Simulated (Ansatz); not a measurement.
# How SiCO4 (model structure) absorbs and reflects light

Aim: the dielectric function of SiCO4 (model structure), and the optical constants that follow from it. This is a made-up structure; whether it can be made isn't tested. It was built so: 1 of the 2 C atoms of the cell replaced by Si in the I-42d structure of CO2.

Calculated with Ansatz 0.2.0; DFT, PBE, plane-wave PAW, default files, scalar-relativistic, independent-particle optical response without local fields.

### Step 1. Set-up

It takes space group I-4 (No. 82, tetragonal). The conventional cell has a = 3.821 Å, b = 3.821 Å, c = 6.367 Å, α = 90.00°, β = 90.00°, γ = 90.00°. Nearest to Si lie 4 O at 1.49 Å. Nearest to O lie 1 Si at 1.49 Å and 1 C at 1.49 Å. Nearest to C lie 4 O at 1.49 Å. Farther neighbours, and contacts between anions beyond the nearest, are not listed.

Structure file:

```cif
data_structure
_symmetry_space_group_name_H-M 'I-4'
_symmetry_Int_Tables_number 82
_cell_length_a 3.8207
_cell_length_b 3.8207
_cell_length_c 6.3665
_cell_angle_alpha 90.000
_cell_angle_beta 90.000
_cell_angle_gamma 90.000
_cell_volume 92.94
loop_
_atom_site_label
_atom_site_type_symbol
_atom_site_symmetry_multiplicity
_atom_site_Wyckoff_symbol
_atom_site_fract_x
_atom_site_fract_y
_atom_site_fract_z
_atom_site_occupancy
Si1 Si 2 c 0.00000 0.50000 0.25000 1
O1 O 8 g 0.25000 0.71400 0.37500 1
C1 C 2 a 0.00000 0.00000 0.00000 1
```

### Step 2. Relaxation

The structure was built or cut out here, so it is relaxed before any spectrum is computed.

This step: DFT, PBE, plane-wave PAW, default files, scalar-relativistic, relaxation (Ansatz 0.2.0).

File input.yaml:

```yaml
crystal:
  lattice:
    - [-1.9103732, 1.9103732, 3.18327404]
    - [1.9103732, -1.9103732, 3.18327404]
    - [1.9103732, 1.9103732, -3.18327404]
  atoms:
    - { symbol: Si, position: [0.75, 0.25, 0.5] }
    - { symbol: O, position: [0.089, 0.625, 0.964] }
    - { symbol: O, position: [0.875, 0.911, 0.536] }
    - { symbol: O, position: [0.661, 0.125, 0.036] }
    - { symbol: O, position: [0.375, 0.339, 0.464] }
    - { symbol: C, position: [0.0, 0.0, 0.0] }
kpoints:
  mp_grid: { grid: [8, 8, 8] }
scf:
  occupations: { method: fermi_dirac, width: 0.05 }
hamiltonian:
  xc: pbe
  pseudopotentials: { kind: paw }
output:
  forces: true
  stress: true
relax:
  f_tol: 0.02
  max_steps: 50
  cell: {}
```

On the command line:

```console
> ansatz run input.yaml --threads 2 --pin off --max-ram 5120MiB --backend cpu --events-out ev --progress --plain --runs-dir out
```

Log:

```text
Engine: ansatz 0.2.0, x86_64-unknown-linux-gnu
Pseudopotentials: kind: paw
Pseudopotential: Si, paw, valence charge 4, recommended cutoff 420 eV (normal), Si.paw.azcp
Pseudopotential: O, paw, valence charge 6, recommended cutoff 420 eV (normal), O.paw.azcp
Pseudopotential: C, paw, valence charge 4, recommended cutoff 420 eV (normal), C.paw.azcp
Functional definition: PBE
  parameter kappa = 0.804
  parameter beta = 0.066725
  exchange = pbe_x(kappa = kappa, mu = beta*pi^2/3)
  correlation = pbe_c(beta = beta)
Crystal: 6 atoms, lattice volume = 46.470 Å³
Basis set: ecut = 420 eV, 903 PW (Γ), exchange–correlation on 60×60×60 points (8 copies of the dense FFT grid, shifted against one another)
Bands: 22, of which v1, the nominal top of the filled ones, is band 16 counted from 1 (15 counted from 0)
Symmetry: 4 space group operations
Space group: I-4 (ITA 82), of the structure as read, at distance tolerance 3.6e-5 Å
k-points: 78 of 512 (time reversal used)
Non-local potential: Si, projectors of the file, l = 0: 2, l = 1: 2, l = 2: 2
Non-local potential: O, projectors of the file, l = 0: 2, l = 1: 2, l = 2: 1
Non-local potential: C, projectors of the file, l = 0: 2, l = 1: 2, l = 2: 1
PAW form: soft (Blöchl's): semilocal exchange-correlation on the pseudo side does not see the compensation charge
PAW one-centre angular grid: Si, 110 points (default); XC on 64 Gauss nodes
PAW one-centre angular grid: O, 110 points (default); XC on 64 Gauss nodes
PAW one-centre angular grid: C, 110 points (default); XC on 64 Gauss nodes
Initial density: superposition of atomic densities (neutral atoms: chi_scale 0, normalization atom), corrected by the library's trained network
Initial wavefunctions: pseudopotential atomic-orbital guess
Functional: x = pbe(κ = 0.804, μ = 0.219515), c = pbe(β = 0.066725)
SCF iter   1: F=—  HF=-3152.980352 eV  |F-HF|=—  |Δ(HF+E_count)|=         —  Δρ=6.89e-3  dr2=8.74e-3  ethr=1.77e-3  ⟨swp⟩=6.2  Hψ=9684  notcnv=0
preconditioner: auto → none  [insulator: Δε(μ)=6.820 eV  Ē_g=17.958 eV  σ=0.050 eV  W_gap=1.00  n_scr=14 (ndim 8)  ℏωp=30.8 eV  f_vac=0.000  D(μ)=0.00/eV (n_scr^D=0)  ε∞_Penn≈3.9]
SCF iter   2: F=—  HF=-3152.980942 eV  |F-HF|=—  |Δ(HF+E_count)|=   5.90e-4  Δρ=3.35e-3  dr2=1.73e-3  ethr=2.73e-5  ⟨swp⟩=2.3  Hψ=3320  notcnv=0
SCF iter   3: F=—  HF=-3152.981224 eV  |F-HF|=—  |Δ(HF+E_count)|=   2.82e-4  Δρ=8.33e-4  dr2=1.64e-4  ethr=5.42e-6  ⟨swp⟩=2.6  Hψ=2973  notcnv=0
SCF iter   4: F=—  HF=-3152.981223 eV  |F-HF|=—  |Δ(HF+E_count)|=   8.70e-7  Δρ=1.88e-4  dr2=9.72e-6  ethr=5.12e-7  ⟨swp⟩=2.1  Hψ=2426  notcnv=0
SCF iter   5: F=—  HF=-3152.981218 eV  |F-HF|=—  |Δ(HF+E_count)|=   5.07e-6  Δρ=2.58e-5  dr2=1.12e-7  ethr=3.04e-8  ⟨swp⟩=2.0  Hψ=2495  notcnv=0
SCF iter   6: F=-3152.981218 eV  HF=-3152.981218 eV  |F-HF|=9.22e-9  |Δ(HF+E_count)|=   2.49e-7  Δρ=6.58e-6  dr2=1.81e-8  ethr=3.13e-10  ⟨swp⟩=4.1  Hψ=5784  notcnv=0
SCF 1 converged in 6 iterations: F = -3152.981218 eV  dr2 = 1.81e-8
  greatest PAW one-centre occupation: 0.877 electrons in one spin orbital (limit 2), on the O atom at site 4 (counted from 0), in its partial waves of l = 0
relax step   1: F+E_penalty+E_count = -3152.98121826 eV  Δ(F+E_penalty+E_count) = +0.000e0 eV  max|allowed force component| = 7.409e0 eV/Å  Δτ_max = 0.0000 Å  P = +55.025 GPa  Ω = 46.470 Å³  (6 SCF iters, dr2 threshold 1.00e-7 eV, accepted)
Crystal: 6 atoms, lattice volume = 52.520 Å³
Basis set: ecut = 420 eV, 1023 PW (Γ), exchange–correlation on 60×60×60 points (8 copies of the dense FFT grid, shifted against one another)
Initial density: handed on by an earlier stage of this run
Initial wavefunctions: those handed on with the density
iter 1 solved again at ethr=2.63e-3 eV; its pass at ethr=3.10e-3 eV (dr2=8.43e-1 eV) is discarded
SCF iter   1: F=—  HF=-3156.278100 eV  |F-HF|=—  |Δ(HF+E_count)|=         —  Δρ=5.69e-2  dr2=8.47e-1  ethr=2.63e-3  ⟨swp⟩=1.0  Hψ=10774  notcnv=0
preconditioner: auto → none  [insulator: Δε(μ)=7.738 eV  Ē_g=17.937 eV  σ=0.050 eV  W_gap=1.00  n_scr=14 (ndim 8)  ℏωp=29.0 eV  f_vac=0.049  D(μ)=0.00/eV (n_scr^D=0)  ε∞_Penn≈3.6]
SCF iter   2: F=—  HF=-3156.048062 eV  |F-HF|=—  |Δ(HF+E_count)|=   2.30e-1  Δρ=2.26e-2  dr2=1.10e-1  ethr=2.63e-3  ⟨swp⟩=3.0  Hψ=3346  notcnv=0
SCF iter   3: F=—  HF=-3156.032059 eV  |F-HF|=—  |Δ(HF+E_count)|=   1.60e-2  Δρ=1.09e-2  dr2=1.92e-2  ethr=3.44e-4  ⟨swp⟩=2.9  Hψ=3250  notcnv=0
SCF iter   4: F=—  HF=-3156.032590 eV  |F-HF|=—  |Δ(HF+E_count)|=   5.32e-4  Δρ=3.00e-3  dr2=1.31e-3  ethr=6.01e-5  ⟨swp⟩=3.0  Hψ=3849  notcnv=0  defer=123
SCF iter   5: F=—  HF=-3156.032672 eV  |F-HF|=—  |Δ(HF+E_count)|=   8.20e-5  Δρ=7.99e-4  dr2=9.46e-5  ethr=4.08e-6  ⟨swp⟩=2.0  Hψ=2520  notcnv=0  defer=123
SCF iter   6: F=—  HF=-3156.032729 eV  |F-HF|=—  |Δ(HF+E_count)|=   5.70e-5  Δρ=1.13e-4  dr2=1.90e-6  ethr=2.96e-7  ⟨swp⟩=2.8  Hψ=2944  notcnv=0  defer=123
SCF iter   7: F=-3156.032731 eV  HF=-3156.032731 eV  |F-HF|=3.47e-9  |Δ(HF+E_count)|=   1.71e-6  Δρ=1.14e-5  dr2=4.13e-8  ethr=1.87e-9  ⟨swp⟩=4.8  Hψ=5881  notcnv=0
SCF 2 converged in 7 iterations: F = -3156.032731 eV  dr2 = 4.13e-8
  greatest PAW one-centre occupation: 0.869 electrons in one spin orbital (limit 2), on the O atom at site 4 (counted from 0), in its partial waves of l = 0
relax step   2: F+E_penalty+E_count = -3156.03273085 eV  Δ(F+E_penalty+E_count) = -3.052e0 eV  max|allowed force component| = 3.580e0 eV/Å  Δτ_max = 0.1201 Å  P = +18.982 GPa  Ω = 52.520 Å³  energy of the carried Pulay correction = -3.875e-2 eV  (7 SCF iters, dr2 threshold 6.00e-7 eV, accepted)
Crystal: 6 atoms, lattice volume = 57.176 Å³
Basis set: ecut = 420 eV, 1111 PW (Γ), exchange–correlation on 60×60×60 points (8 copies of the dense FFT grid, shifted against one another)
SCF iter   1: F=—  HF=-3156.823296 eV  |F-HF|=—  |Δ(HF+E_count)|=         —  Δρ=7.16e-2  dr2=1.66e0  ethr=3.10e-3  ⟨swp⟩=7.0  Hψ=9530  notcnv=0
preconditioner: auto → none  [insulator: Δε(μ)=7.748 eV  Ē_g=18.956 eV  σ=0.050 eV  W_gap=1.00  n_scr=14 (ndim 8)  ℏωp=27.8 eV  f_vac=0.103  D(μ)=0.00/eV (n_scr^D=0)  ε∞_Penn≈3.1]
SCF iter   2: F=—  HF=-3156.363968 eV  |F-HF|=—  |Δ(HF+E_count)|=   4.59e-1  Δρ=2.39e-2  dr2=1.62e-1  ethr=3.10e-3  ⟨swp⟩=3.0  Hψ=3845  notcnv=0  defer=156
SCF iter   3: F=—  HF=-3156.343974 eV  |F-HF|=—  |Δ(HF+E_count)|=   2.00e-2  Δρ=1.36e-2  dr2=2.23e-2  ethr=5.06e-4  ⟨swp⟩=2.3  Hψ=2810  notcnv=0  defer=156
SCF iter   4: F=—  HF=-3156.350261 eV  |F-HF|=—  |Δ(HF+E_count)|=   6.29e-3  Δρ=3.03e-3  dr2=1.53e-3  ethr=6.97e-5  ⟨swp⟩=2.9  Hψ=3007  notcnv=0  defer=156
[...]
relax step   8: F+E_penalty+E_count = -3156.98179658 eV  Δ(F+E_penalty+E_count) = +5.366e-5 eV  max|allowed force component| = 3.007e-3 eV/Å  Δτ_max = 0.0001 Å  P = -0.007 GPa  Ω = 59.051 Å³  energy of the carried Pulay correction = -7.563e-2 eV  (4 SCF iters, dr2 threshold 1.43e-8 eV, accepted)
relax step   9: F+E_penalty+E_count = -3157.25854529 eV  Δ(F+E_penalty+E_count) = -2.767e-1 eV  max|allowed force component| = 2.604e-2 eV/Å  Δτ_max = 0.0000 Å  P = +5.871 GPa  Ω = 59.051 Å³  stress off target by 6.61e0 GPa  SCF on the basis re-selected at this cell (its energy is not comparable with the rows above)  (8 SCF iters)
relax step  10: F+E_penalty+E_count = -3157.32687566 eV  Δ(F+E_penalty+E_count) = -6.833e-2 eV  max|allowed force component| = 1.187e-2 eV/Å  Δτ_max = 0.0398 Å  P = +3.085 GPa  Ω = 61.496 Å³  energy of the carried Pulay correction = -1.475e-2 eV  (6 SCF iters, dr2 threshold 6.00e-7 eV, accepted)
relax step  11: F+E_penalty+E_count = -3157.33339733 eV  Δ(F+E_penalty+E_count) = -6.522e-3 eV  max|allowed force component| = 8.027e-3 eV/Å  Δτ_max = 0.0382 Å  P = +0.204 GPa  Ω = 64.023 Å³  energy of the carried Pulay correction = -3.579e-2 eV  (6 SCF iters, dr2 threshold 6.00e-7 eV, accepted)
relax step  12: F+E_penalty+E_count = -3157.33231245 eV  Δ(F+E_penalty+E_count) = +1.085e-3 eV  max|allowed force component| = 6.978e-3 eV/Å  Δτ_max = 0.0018 Å  P = -0.016 GPa  Ω = 64.177 Å³  energy of the carried Pulay correction = -3.734e-2 eV  (4 SCF iters, dr2 threshold 6.00e-7 eV, accepted)
relax step  13: F+E_penalty+E_count = -3157.33140285 eV  Δ(F+E_penalty+E_count) = +9.096e-4 eV  max|allowed force component| = 1.065e-1 eV/Å  Δτ_max = 0.0046 Å  P = +0.512 GPa  Ω = 64.182 Å³  energy of the carried Pulay correction = -3.739e-2 eV  (6 SCF iters, dr2 threshold 7.48e-9 eV, rejected (line search))
relax step  14: F+E_penalty+E_count = -3157.33207224 eV  Δ(F+E_penalty+E_count) = +2.402e-4 eV  max|allowed force component| = 2.596e-3 eV/Å  Δτ_max = 0.0008 Å  P = +0.004 GPa  Ω = 64.204 Å³  energy of the carried Pulay correction = -3.761e-2 eV  (7 SCF iters, accepted)
relax step  15: F+E_penalty+E_count = -3157.38007280 eV  Δ(F+E_penalty+E_count) = -4.800e-2 eV  max|allowed force component| = 4.577e-3 eV/Å  Δτ_max = 0.0000 Å  P = +0.318 GPa  Ω = 64.204 Å³  stress off target by 6.23e-1 GPa  SCF on the basis re-selected at this cell (its energy is not comparable with the rows above)  (7 SCF iters)
relax step  16: F+E_penalty+E_count = -3157.38025548 eV  Δ(F+E_penalty+E_count) = -1.827e-4 eV  max|allowed force component| = 6.659e-3 eV/Å  Δτ_max = 0.0082 Å  P = +0.020 GPa  Ω = 64.641 Å³  energy of the carried Pulay correction = -2.073e-3 eV  (5 SCF iters, dr2 threshold 6.00e-7 eV, accepted)
relax step  17: F+E_penalty+E_count = -3157.38250771 eV  Δ(F+E_penalty+E_count) = -2.252e-3 eV  max|allowed force component| = 6.891e-3 eV/Å  Δτ_max = 0.0000 Å  P = +0.033 GPa  Ω = 64.641 Å³  stress off target by 9.35e-2 GPa  SCF on the basis re-selected at this cell (its energy is not comparable with the rows above)  (6 SCF iters)
relax step  18: F+E_penalty+E_count = -3157.38213348 eV  Δ(F+E_penalty+E_count) = +3.742e-4 eV  max|allowed force component| = 2.886e-4 eV/Å  Δτ_max = 0.0028 Å  P = +0.002 GPa  Ω = 64.755 Å³  energy of the carried Pulay correction = -5.189e-4 eV  (5 SCF iters, dr2 threshold 2.19e-8 eV, accepted)
iter 1 solved again at ethr=1.01e-6 eV; its pass at ethr=3.10e-3 eV (dr2=3.25e-4 eV) is discarded
SCF iter   1: F=—  HF=-3157.382728 eV  |F-HF|=—  |Δ(HF+E_count)|=         —  Δρ=3.46e-5  dr2=6.31e-8  ethr=1.01e-6  ⟨swp⟩=3.5  Hψ=14282  notcnv=0
eigensolver tolerance schedule: the retry pair's looser diagonalisation over-reported the residual by 5145.02 of it (diagonalisation noise at an unbounded share of the residual, at the tolerance the schedule requests for it); recorded, not acted on — ethr = c·dr2/N_el stays at c = 1.0e-1
SCF iter   2: F=—  HF=-3157.382744 eV  |F-HF|=—  |Δ(HF+E_count)|=   1.58e-5  Δρ=1.71e-5  dr2=1.74e-8  ethr=1.97e-10  ⟨swp⟩=2.6  Hψ=3360  notcnv=0
SCF iter   3: F=—  HF=-3157.382746 eV  |F-HF|=—  |Δ(HF+E_count)|=   2.87e-6  Δρ=4.84e-6  dr2=6.63e-9  ethr=5.44e-11  ⟨swp⟩=2.0  Hψ=2772  notcnv=0
SCF iter   4: F=—  HF=-3157.382746 eV  |F-HF|=—  |Δ(HF+E_count)|=   1.12e-7  Δρ=5.22e-7  dr2=9.03e-11  ethr=2.07e-11  ⟨swp⟩=2.0  Hψ=2652  notcnv=0
SCF iter   5: F=-3157.382746 eV  HF=-3157.382746 eV  |F-HF|=4.68e-11  |Δ(HF+E_count)|=  6.70e-10  Δρ=1.80e-7  dr2=1.94e-11  ethr=1.00e-12  ⟨swp⟩=5.0  Hψ=6565  notcnv=0
SCF 19 converged in 5 iterations: F = -3157.382746 eV  dr2 = 1.94e-11
  greatest PAW one-centre occupation: 0.862 electrons in one spin orbital (limit 2), on the O atom at site 1 (counted from 0), in its partial waves of l = 0
relax step  19: F+E_penalty+E_count = -3157.38274650 eV  Δ(F+E_penalty+E_count) = -6.130e-4 eV  max|allowed force component| = 2.852e-4 eV/Å  Δτ_max = 0.0000 Å  P = +0.005 GPa  Ω = 64.755 Å³  stress off target by 2.03e-2 GPa  SCF on the basis re-selected at this cell (its energy is not comparable with the rows above)  (5 SCF iters)
basis re-selected at this cell: Δ(F+E_penalty+E_count) = -6.130e-4 eV, ΔP = +0.003 GPa vs the last step (what re-selecting the basis moved, of the pressure what is left beyond the Pulay correction that the steps carried, after the strain that the cell walked since its last selection, with what the two solves' SCF thresholds leave and, on support functions, any second-order correction that the steps lacked; it is no m [...]
SCF converged after 5 iterations
Free energy (F): -3157.382746 eV
Harris-Foulkes:  -3157.382746 eV  (|F-HF|=4.68e-11)
Internal energy: -3157.382746 eV  (E = F + TS)
E sigma→0 (E₀):  -3157.382746 eV
Fermi energy:    6.285762 eV
--- Per-component energies (eV) ---
  E_band       = -152.078608
  E_kinetic    = 842.017407
  E_local      = -2093.451481  (includes V_loc(G=0)·N_el)
  E_nonlocal   = 242.029852
  E_hartree    = 747.220303
  E_xc         = -397.509785
  E_vxc        = -481.989893  (∫ρ·V_xc dr)
  E_paw        = -1246.987074  (= ΣΔE_a)
  E_vpaw       = -155.135331  (= ΣTr[D̂ρ^β])
  E_aug_tail   = 0.010221  (compensation charges beyond the density's cutoff)
  E_ewald      = -1250.712189
  E_smearing   = -0.000000  (= −TS)
  E_closure    = 0.000000  (closes the sum)
  Σ components = -3157.382746   (vs F -3157.382746, Δ=0.00e0)
--- Forces (eV/Å), atoms counted from 1 ---
  atom   1  Si    -0.00000000     0.00000000     0.00000000
  atom   2  O     -0.00028525     0.00016393     0.00009649
  atom   3  O     -0.00016393    -0.00028525    -0.00009649
  atom   4  O      0.00028525    -0.00016393     0.00009649
  atom   5  O      0.00016393     0.00028525    -0.00009649
  atom   6  C      0.00000000     0.00000000     0.00000000
  max |Σ_I F_I| component: 1.14e-16 eV/Å
--- Stress (GPa, compression-positive) ---
        0.017619       0.000008       0.000000
       -0.000008       0.017619       0.000000
        0.000000       0.000000      -0.020348
  P = ⅓ Tr σ = 0.0050 GPa (0.050 kbar)
--- Relaxed structure (15 steps of the walk, 14 accepted, 4 SCFs on fresh bases) ---
  F+E_penalty+E_count = -3157.38274650 eV   max|allowed force component| = 2.852e-4 eV/Å   (the final SCF, on the basis selected at the relaxed cell)
  cell:  # Å, volume = 64.7548 Å³
    - [-2.214568, 2.214568, 3.300913]
    - [2.214568, -2.214568, 3.300913]
    - [2.214568, 2.214568, -3.300913]
  atoms:
    - { symbol: Si, position: [0.75, 0.250000, 0.5] }
    - { symbol: O, position: [0.022457, 0.662749, 0.921731] }
    - { symbol: O, position: [0.899274, 0.977543, 0.640292] }
    - { symbol: O, position: [0.741019, 0.100726, 0.078269] }
    - { symbol: O, position: [0.337251, 0.258981, 0.359708] }
    - { symbol: C, position: [-1.438771e-18, -3.441984e-19, -1.113490e-18] }
```

Elapsed: 23 s, on 2 threads of AMD EPYC 9R45, shared host; peak memory 0.52 GiB.

Reading the cycles: dr2 is the Hartree energy of the density residual (eV), the measure of convergence; HF is the Harris–Foulkes estimate of the energy, which meets the free energy F at convergence.

The steps of the relaxation:

```tsv
step	energy less that of the first step (eV)	largest force component (eV/Å)	pressure (GPa)	volume (Å³)
1	0.0000	7.4087	55.03	46.47
2	-3.0515	3.5800	18.98	52.52
3	-3.3694	3.4175	19.83	57.18
4	-3.9570	0.7426	-2.62	59.54
5	-3.9938	0.2885	-1.27	59.12
6	-4.0004	0.0064	-0.02	59.07
7	-4.0006	0.0020	0.03	59.04
8	-4.0006	0.0030	-0.01	59.05
9*	-4.2773	0.0260	5.87	59.05
10	-4.3457	0.0119	3.09	61.50
11	-4.3522	0.0080	0.20	64.02
12	-4.3511	0.0070	-0.02	64.18
13	-4.3502	0.1065	0.51	64.18
14	-4.3509	0.0026	0.00	64.20
15*	-4.3989	0.0046	0.32	64.20
16	-4.3990	0.0067	0.02	64.64
17*	-4.4013	0.0069	0.03	64.64
18	-4.4009	0.0003	0.00	64.75
19*	-4.4015	0.0003	0.00	64.75
```

Relaxation steps marked * repeat the geometry before them on a plane-wave basis chosen anew for their cell, so energy and pressure can jump there. Relaxation step 13 was tried and not accepted.

Forces are held to the 4 operations that the program found; a distortion that breaks them can't arise in this run.

```tsv
primitive cell, as run	before	after	change
a (Å)	4.175	4.550	+9.0 %
b (Å)	4.175	4.550	+9.0 %
c (Å)	4.175	4.550	+9.0 %
α (°)	125.54	121.75	-3.0 %
β (°)	125.54	121.75	-3.0 %
γ (°)	80.64	86.99	+7.9 %
volume (Å³/atom)	7.74	10.79	+39.3 %
```

The atoms that moved most (Å, as changes of fractional coordinates times the final cell):

```tsv
atom	dx	dy	dz	length
O4	-0.137	0.325	0.044	0.355
O3	0.325	0.137	-0.044	0.355
O2	0.137	-0.325	0.044	0.355
O5	-0.325	-0.137	-0.044	0.355
```

The relaxed structure:

```xyz
6
Lattice="-2.2146 2.2146 3.3009 2.2146 -2.2146 3.3009 2.2146 2.2146 -3.3009" Properties=species:S:1:pos:R:3 pbc="T T T"
Si    0.0000    2.2146    1.6505
O     3.4592    0.6233   -0.7807
O     1.5913    1.2446    4.0817
O    -1.2446    1.5913    2.5202
O     0.6233    0.9699    0.7807
C     0.0000    0.0000    0.0000
```

The relaxation ends with a largest force component of 2.8e-4 eV/Å and a pressure of 0.00 GPa.

[end of part 1 of 2]

[Long decimals in the printed logs are rounded to 6 places.]

[Logs are printed without paths, hosts, clocks, repeated set-up lines and the standing remarks that a program may print on its own settings, such as how far it seeks lower states.]

[Hosts, paths, dates, database ids (printed as entryN), source tags and the programs' standing remarks are cut or masked in the printed files.]

[Where the starting crystal was built by hand or by swapping elements, it need not be the compound's stable phase.]

[The count of steps not shown may lack steps that the program refused or didn't finish.]
